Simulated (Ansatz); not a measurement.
# Electron scattering at the Σ3 (111) boundary in fcc Ir, starting shift (0, 0.5)

Aim: the relaxed structure and the specific resistance of the Σ3 (111) boundary in fcc Ir, starting shift (0, 0.5).

Method: Ansatz plane-wave DFT, PBE, PAW files; relaxation of a bicrystal slab with its lowest layers held; PAW set soft_1, in the first sound run; inputs show where later runs differ, in Ansatz 0.2.0.

## Step 1: The starting structure

The cell holds 8 atoms: 8 Ir. Cell: a = 2.715 Å, b = 2.715 Å, c = 26.517 Å, α = 90.0°, β = 90.0°, γ = 120.0°. It derives from Ir. built on the (1 1 1) plane; 1 overlapping atoms removed and the grains opened by 0 Å. Vacuum lies along c.

## Step 2: Relaxing the bicrystal

The boundary is built by mirroring the lower grain in the boundary plane and removing any atoms that overlap. A thin bicrystal slab is relaxed first, with the lowest layers held and the upper grain free to shift and open.

input.yaml reads:

```yaml
crystal:
  lattice:
    - [2.7148657757, 0.0, 0.0]
    - [-1.3574328878, 2.3511427296, 0.0]
    - [0.0, 0.0, 26.5167503645]
  atoms:
    - { symbol: Ir, position: [0.0, 1.0, 0.1885600585] }
    - { symbol: Ir, position: [0.3333333334, 0.6666666667, 0.2721554687] }
    - { symbol: Ir, position: [0.6666666667, 0.3333333333, 0.3557508789] }
    - { symbol: Ir, position: [0.0, 0.0, 0.4393462891] }
    - { symbol: Ir, position: [0.6666666667, 0.8333333333, 0.5229416992] }
    - { symbol: Ir, position: [0.3333333334, 0.1666666667, 0.6065371094] }
    - { symbol: Ir, position: [0.0, 0.5, 0.6901325196] }
    - { symbol: Ir, position: [0.6666666667, 0.8333333333, 0.7737279298] }
kpoints:
  mp_grid: { grid: [10, 10, 1] }
hamiltonian:
  xc: pbe
  pseudopotentials: { kind: paw, azcp: { folder: soft_1 } }
scf:
  occupations: { method: fermi_dirac, width: 0.1 }
relax:
  f_tol: 0.03
  max_steps: 80
  constraints: [{ sites: [0, 1] }]
```

Run with:

```
ansatz run input.yaml --threads 4 --pin off --max-ram 15360MiB --backend cpu --events-out ev --progress --plain --runs-dir out
```

Numbers of over 12 decimals in the logs are rounded to 6 here.

Log:

```text
Engine: ansatz 0.2.0, aarch64-unknown-linux-gnu
Pseudopotentials: kind: paw
Pseudopotential: Ir, paw, valence charge 17, recommended cutoff 420 eV (normal), soft_1/Ir.paw.azcp
Functional definition: PBE
  parameter kappa = 0.804
  parameter beta = 0.066725
  exchange = pbe_x(kappa = kappa, mu = beta*pi^2/3)
  correlation = pbe_c(beta = beta)
Crystal: 8 atoms, lattice volume = 169.257 Å³
Basis set: ecut = 420 eV, 3323 PW (Γ), exchange–correlation on 40×40×360 points (8 copies of the dense FFT grid, shifted against one another)
Bands: 82, of which v1, the nominal top of the filled ones, is band 68 counted from 1 (67 counted from 0)
Symmetry: 2 space group operations
Space group: Cm (ITA 8), of the structure as read, at distance tolerance 5.5e-5 Å
k-points: 31 of 100 (time reversal used)
Non-local potential: Ir, projectors of the file, l = 0: 3, l = 1: 2, l = 2: 2, l = 3: 1
PAW form: soft (Blöchl's): semilocal exchange-correlation on the pseudo side does not see the compensation charge
PAW one-centre angular grid: Ir, 590 points (default); XC on 64 Gauss nodes
Initial density: superposition of atomic densities (neutral atoms: chi_scale 0, normalization atom)
Initial wavefunctions: pseudopotential atomic-orbital guess
Functional: x = pbe(κ = 0.804, μ = 0.219515), c = pbe(β = 0.066725)
iter 1 solved again at ethr=2.14e-3 eV; its pass at ethr=3.10e-3 eV (dr2=2.91e0 eV) is discarded
SCF iter   1: F=—  HF=-95492.891575 eV  |F-HF|=—  |Δ(HF+E_count)|=         —  Δρ=4.04e-2  dr2=2.94e0  ethr=2.14e-3  ⟨swp⟩=1.4  Hψ=13427  notcnv=0
preconditioner: auto → LDOS  [metal: Δε(μ)=0.013 eV  Ē_g=6.826 eV  σ=0.100 eV  W_gap=0.03  n_scr=22 (ndim 8)  ℏωp=24.2 eV  f_vac=0.290  D(μ)=7.73/eV (n_scr^D=78)  β→1.0]
SCF iter   2: F=—  HF=-95492.840945 eV  |F-HF|=—  |Δ(HF+E_count)|=   5.06e-2  Δρ=3.09e-2  dr2=2.72e0  ethr=2.14e-3  ⟨swp⟩=4.0  Hψ=5463  notcnv=0  defer=3
SCF iter   3: F=—  HF=-95492.176200 eV  |F-HF|=—  |Δ(HF+E_count)|=   6.65e-1  Δρ=4.90e-3  dr2=9.76e-2  ethr=2.00e-3  ⟨swp⟩=3.3  Hψ=5060  notcnv=0  defer=39
SCF iter   4: F=—  HF=-95492.160172 eV  |F-HF|=—  |Δ(HF+E_count)|=   1.60e-2  Δρ=2.13e-3  dr2=1.66e-2  ethr=7.18e-5  ⟨swp⟩=2.7  Hψ=5142  notcnv=0  defer=39
SCF iter   5: F=—  HF=-95492.156925 eV  |F-HF|=—  |Δ(HF+E_count)|=   3.25e-3  Δρ=5.95e-4  dr2=8.59e-4  ethr=1.22e-5  ⟨swp⟩=2.6  Hψ=4444  notcnv=0  defer=39
SCF iter   6: F=—  HF=-95492.157011 eV  |F-HF|=—  |Δ(HF+E_count)|=   8.64e-5  Δρ=2.63e-4  dr2=2.82e-4  ethr=6.32e-7  ⟨swp⟩=2.8  Hψ=4641  notcnv=0  defer=39
SCF iter   7: F=—  HF=-95492.157045 eV  |F-HF|=—  |Δ(HF+E_count)|=   3.42e-5  Δρ=1.65e-4  dr2=7.74e-5  ethr=2.07e-7  ⟨swp⟩=2.0  Hψ=3644  notcnv=0  defer=39
SCF iter   8: F=-95492.157045 eV  HF=-95492.157051 eV  |F-HF|=5.91e-6  |Δ(HF+E_count)|=   5.38e-6  Δρ=5.51e-5  dr2=1.12e-5  ethr=1.65e-8  ⟨swp⟩=5.9  Hψ=9612  notcnv=0
SCF 1 converged in 8 iterations: F = -95492.157045 eV  dr2 = 1.12e-5
  greatest PAW one-centre occupation: 1.000 electrons in one spin orbital (limit 2), on the Ir atom at site 5 (counted from 0), in its partial waves of l = 0
relax step   1: F+E_penalty+E_count = -95492.15704468 eV  Δ(F+E_penalty+E_count) = +0.000e0 eV  max|allowed force component| = 3.229e0 eV/Å  Δτ_max = 0.0000 Å  (8 SCF iters, dr2 threshold 2.25e-5 eV, accepted)
Initial density: handed on by an earlier stage of this run
Initial wavefunctions: those handed on with the density
iter 1 solved again at ethr=1.86e-4 eV; its pass at ethr=3.10e-3 eV (dr2=2.53e-1 eV) is discarded
SCF iter   1: F=—  HF=-95492.556992 eV  |F-HF|=—  |Δ(HF+E_count)|=         —  Δρ=1.43e-2  dr2=2.52e-1  ethr=1.86e-4  ⟨swp⟩=1.5  Hψ=10698  notcnv=0  defer=32
preconditioner: auto → LDOS  [metal: Δε(μ)=0.022 eV  Ē_g=6.655 eV  σ=0.100 eV  W_gap=0.05  n_scr=22 (ndim 8)  ℏωp=24.2 eV  f_vac=0.290  D(μ)=8.14/eV (n_scr^D=90)  β→1.0]
SCF iter   2: F=—  HF=-95492.568668 eV  |F-HF|=—  |Δ(HF+E_count)|=   1.17e-2  Δρ=4.71e-3  dr2=1.09e-1  ethr=1.85e-4  ⟨swp⟩=2.0  Hψ=4312  notcnv=0  defer=32
SCF iter   3: F=—  HF=-95492.551984 eV  |F-HF|=—  |Δ(HF+E_count)|=   1.67e-2  Δρ=2.52e-3  dr2=3.35e-2  ethr=7.98e-5  ⟨swp⟩=2.9  Hψ=5343  notcnv=0  defer=32
SCF iter   4: F=—  HF=-95492.544630 eV  |F-HF|=—  |Δ(HF+E_count)|=   7.35e-3  Δρ=8.16e-4  dr2=2.28e-3  ethr=2.46e-5  ⟨swp⟩=2.2  Hψ=3813  notcnv=0  defer=34
SCF iter   5: F=—  HF=-95492.544102 eV  |F-HF|=—  |Δ(HF+E_count)|=   5.28e-4  Δρ=1.89e-4  dr2=1.45e-4  ethr=1.67e-6  ⟨swp⟩=2.5  Hψ=4619  notcnv=0  defer=35
SCF iter   6: F=-95492.544061 eV  HF=-95492.544073 eV  |F-HF|=1.17e-5  |Δ(HF+E_count)|=   2.94e-5  Δρ=6.40e-5  dr2=1.58e-5  ethr=7.35e-8  ⟨swp⟩=3.1  Hψ=10840  notcnv=0
SCF 2 converged in 6 iterations: F = -95492.544061 eV  dr2 = 1.58e-5
  greatest PAW one-centre occupation: 1.000 electrons in one spin orbital (limit 2), on the Ir atom at site 2 (counted from 0), in its partial waves of l = 0
relax step   2: F+E_penalty+E_count = -95492.54406079 eV  Δ(F+E_penalty+E_count) = -3.870e-1 eV  max|allowed force component| = 6.295e-1 eV/Å  Δτ_max = 0.1924 Å  (6 SCF iters, dr2 threshold 1.00e-4 eV, accepted)
SCF iter   1: F=—  HF=-95492.745478 eV  |F-HF|=—  |Δ(HF+E_count)|=         —  Δρ=1.50e-2  dr2=8.97e-1  ethr=2.17e-3  ⟨swp⟩=6.4  Hψ=7357  notcnv=0  defer=17
preconditioner: auto → LDOS  [metal: Δε(μ)=0.004 eV  Ē_g=6.595 eV  σ=0.100 eV  W_gap=0.01  n_scr=22 (ndim 8)  ℏωp=24.2 eV  f_vac=0.285  D(μ)=8.23/eV (n_scr^D=90)  β→1.0]
SCF iter   2: F=—  HF=-95492.736847 eV  |F-HF|=—  |Δ(HF+E_count)|=   8.63e-3  Δρ=3.07e-3  dr2=2.40e-2  ethr=6.60e-4  ⟨swp⟩=2.0  Hψ=3501  notcnv=0  defer=35
SCF iter   3: F=—  HF=-95492.734724 eV  |F-HF|=—  |Δ(HF+E_count)|=   2.12e-3  Δρ=1.96e-3  dr2=2.46e-2  ethr=1.77e-5  ⟨swp⟩=3.0  Hψ=5692  notcnv=0  defer=35
SCF iter   4: F=—  HF=-95492.730550 eV  |F-HF|=—  |Δ(HF+E_count)|=   4.17e-3  Δρ=6.88e-4  dr2=2.86e-3  ethr=1.77e-5  ⟨swp⟩=2.1  Hψ=3872  notcnv=0  defer=35
SCF iter   5: F=—  HF=-95492.729896 eV  |F-HF|=—  |Δ(HF+E_count)|=   6.54e-4  Δρ=1.30e-4  dr2=8.29e-5  ethr=2.10e-6  ⟨swp⟩=2.6  Hψ=4108  notcnv=0  defer=35
SCF iter   6: F=-95492.729868 eV  HF=-95492.729882 eV  |F-HF|=1.37e-5  |Δ(HF+E_count)|=   1.42e-5  Δρ=4.92e-5  dr2=1.58e-5  ethr=1.82e-8  ⟨swp⟩=5.8  Hψ=10583  notcnv=0
SCF 3 converged in 6 iterations: F = -95492.729868 eV  dr2 = 1.58e-5
relax step   3: F+E_penalty+E_count = -95492.72986790 eV  Δ(F+E_penalty+E_count) = -1.858e-1 eV  max|allowed force component| = 4.188e-1 eV/Å  Δτ_max = 0.1941 Å  (6 SCF iters, dr2 threshold 2.48e-5 eV, accepted)
[...]
relax step   4: F+E_penalty+E_count = -95492.87586282 eV  Δ(F+E_penalty+E_count) = -1.460e-1 eV  max|allowed force component| = 2.643e-1 eV/Å  Δτ_max = 0.1940 Å  (6 SCF iters, dr2 threshold 1.10e-5 eV, accepted)
[...]
relax step   5: F+E_penalty+E_count = -95492.92936898 eV  Δ(F+E_penalty+E_count) = -5.351e-2 eV  max|allowed force component| = 1.185e-1 eV/Å  Δτ_max = 0.2000 Å  (6 SCF iters, dr2 threshold 2.78e-5 eV, accepted)
[...]
relax step   6: F+E_penalty+E_count = -95492.95386164 eV  Δ(F+E_penalty+E_count) = -2.449e-2 eV  max|allowed force component| = 4.597e-2 eV/Å  Δτ_max = 0.2000 Å  (7 SCF iters, dr2 threshold 2.82e-6 eV, accepted)
SCF iter   1: F=—  HF=-95492.958210 eV  |F-HF|=—  |Δ(HF+E_count)|=         —  Δρ=6.66e-3  dr2=2.88e-2  ethr=4.78e-4  ⟨swp⟩=5.4  Hψ=6882  notcnv=0  defer=34
preconditioner: auto → LDOS  [metal: Δε(μ)=0.026 eV  Ē_g=6.621 eV  σ=0.100 eV  W_gap=0.07  n_scr=22 (ndim 8)  ℏωp=24.2 eV  f_vac=0.289  D(μ)=8.07/eV (n_scr^D=90)  β→1.0]
SCF iter   2: F=—  HF=-95492.958317 eV  |F-HF|=—  |Δ(HF+E_count)|=   1.07e-4  Δρ=1.54e-3  dr2=3.63e-3  ethr=2.12e-5  ⟨swp⟩=2.8  Hψ=5331  notcnv=0  defer=35
SCF iter   3: F=—  HF=-95492.956977 eV  |F-HF|=—  |Δ(HF+E_count)|=   1.34e-3  Δρ=4.76e-4  dr2=3.65e-4  ethr=2.67e-6  ⟨swp⟩=2.7  Hψ=5182  notcnv=0  defer=35
SCF iter   4: F=—  HF=-95492.956859 eV  |F-HF|=—  |Δ(HF+E_count)|=   1.18e-4  Δρ=1.29e-4  dr2=6.83e-5  ethr=2.68e-7  ⟨swp⟩=2.4  Hψ=4647  notcnv=0  defer=35
SCF iter   5: F=—  HF=-95492.956945 eV  |F-HF|=—  |Δ(HF+E_count)|=   8.56e-5  Δρ=3.12e-5  dr2=3.92e-6  ethr=5.02e-8  ⟨swp⟩=2.9  Hψ=4648  notcnv=0  defer=35
SCF iter   6: F=—  HF=-95492.956946 eV  |F-HF|=—  |Δ(HF+E_count)|=   1.06e-6  Δρ=1.04e-5  dr2=2.99e-7  ethr=2.88e-9  ⟨swp⟩=2.5  Hψ=4038  notcnv=0  defer=34
SCF iter   7: F=-95492.956946 eV  HF=-95492.956946 eV  |F-HF|=3.41e-9  |Δ(HF+E_count)|=   8.92e-9  Δρ=4.15e-6  dr2=5.20e-8  ethr=7.35e-11  ⟨swp⟩=6.1  Hψ=10264  notcnv=0
SCF 7 converged in 7 iterations: F = -95492.956946 eV  dr2 = 5.20e-8
relax step   7: F+E_penalty+E_count = -95492.95694569 eV  Δ(F+E_penalty+E_count) = -3.084e-3 eV  max|allowed force component| = 1.165e-2 eV/Å  Δτ_max = 0.0948 Å  (7 SCF iters, accepted)
SCF converged after 7 iterations
Free energy (F): -95492.956946 eV
Harris-Foulkes:  -95492.956946 eV  (|F-HF|=3.41e-9)
Internal energy: -95492.686925 eV  (E = F + TS)
E sigma→0 (E₀):  -95492.821935 eV
Entropy (-TS):   -0.270021 eV (-33.753 meV/atom)
Fermi energy:    15.413834 eV
--- Per-component energies (eV) ---
  E_band       = -2050.000264
  E_kinetic    = 4314.685923
  E_local      = -133092.971904  (includes V_loc(G=0)·N_el)
  E_nonlocal   = 1519.374895
  E_hartree    = 64751.394821
  E_xc         = -1839.354106
  E_vxc        = -2049.961602  (∫ρ·V_xc dr)
  E_paw        = -74121.055013  (= ΣΔE_a)
  E_vpaw       = -2243.913573  (= ΣTr[D̂ρ^β])
  E_aug_tail   = 0.002800  (compensation charges beyond the density's cutoff)
  E_ewald      = 42975.235659
  E_smearing   = -0.270021  (= −TS)
  E_closure    = -0.000000  (closes the sum)
  Σ components = -95492.956946   (vs F -95492.956946, Δ=0.00e0)
--- Forces (eV/Å), atoms counted from 1 ---
  atom   1  Ir    -0.00020969    -0.00012106     0.20016208
  atom   2  Ir    -0.00527834    -0.00304745    -0.21661694
  atom   3  Ir     0.00696385     0.00402058     0.01165037
  atom   4  Ir     0.00100238     0.00057873     0.00960026
  atom   5  Ir    -0.00811866    -0.00468731    -0.00468093
  atom   6  Ir     0.00988842     0.00570908    -0.00631142
  atom   7  Ir    -0.00604031    -0.00348738     0.00364297
  atom   8  Ir     0.00180312     0.00104103     0.00256924
  max |Σ_I F_I| component: 1.56e-5 eV/Å
--- Relaxed structure (7 steps of the walk, 7 accepted, 0 SCFs on fresh bases) ---
  F+E_penalty+E_count = -95492.95694569 eV   max|allowed force component| = 1.165e-2 eV/Å
  atoms:
    - { symbol: Ir, position: [0.0, 1.000000, 0.188560] }
    - { symbol: Ir, position: [0.333333, 0.6666666667, 0.2721554687] }
    - { symbol: Ir, position: [0.665716, 0.332858, 0.356326] }
    - { symbol: Ir, position: [-0.000570308, -0.000285154, 0.440944] }
    - { symbol: Ir, position: [0.333198, 0.666599, 0.526271] }
    - { symbol: Ir, position: [-0.00152372, -0.00076186, 0.611761] }
    - { symbol: Ir, position: [-0.334006, 0.332997, 0.695588] }
    - { symbol: Ir, position: [0.332429, 0.666214, 0.778567] }
```

It took 56 s on 4 threads of Arm Neoverse V1, shared host; peak memory 0.74 GiB; 3.7 min of CPU time.

Step by step:

```
step  energy less that of the first step (eV)  largest force component (eV/Å)
   1                                   0.0000                          3.2288
   2                                  -0.3870                          0.6295
   3                                  -0.5728                          0.4188
   4                                  -0.7188                          0.2643
   5                                  -0.7723                          0.1185
   6                                  -0.7968                          0.0460
   7                                  -0.7999                          0.0117
```

Forces are held to the 2 operations that the run works with; a distortion that breaks them can't arise in this run.

The atoms that moved most (Å):

```csv
atom,dx,dy,dz,length
Ir6,-0.682,-0.394,0.139,0.799
Ir7,-0.680,-0.393,0.145,0.799
Ir8,-0.681,-0.393,0.128,0.796
Ir5,-0.679,-0.392,0.088,0.789
Ir4,-0.001,-0.001,0.042,0.042
Ir3,-0.002,-0.001,0.015,0.015
```

Numbers from this step:

| Quantity | Value |
| --- | --- |
| free energy | -95492.9569 eV |
| energy at zero smearing | -95492.8219 eV |
| Fermi energy | 15.41 eV |

The largest force component on a free atom ends at 0.012 eV/Å, under the tolerance of 0.03, after 7 steps.

(Continued in part 2 of 3.)

[Logs are printed without paths, hosts, clocks, repeated set-up lines and the standing remarks that a program may print on its own settings, such as how far it seeks lower states.]

[Hosts, paths, dates, database ids (printed as entryN), source tags and the programs' standing remarks are cut or masked in the printed files.]
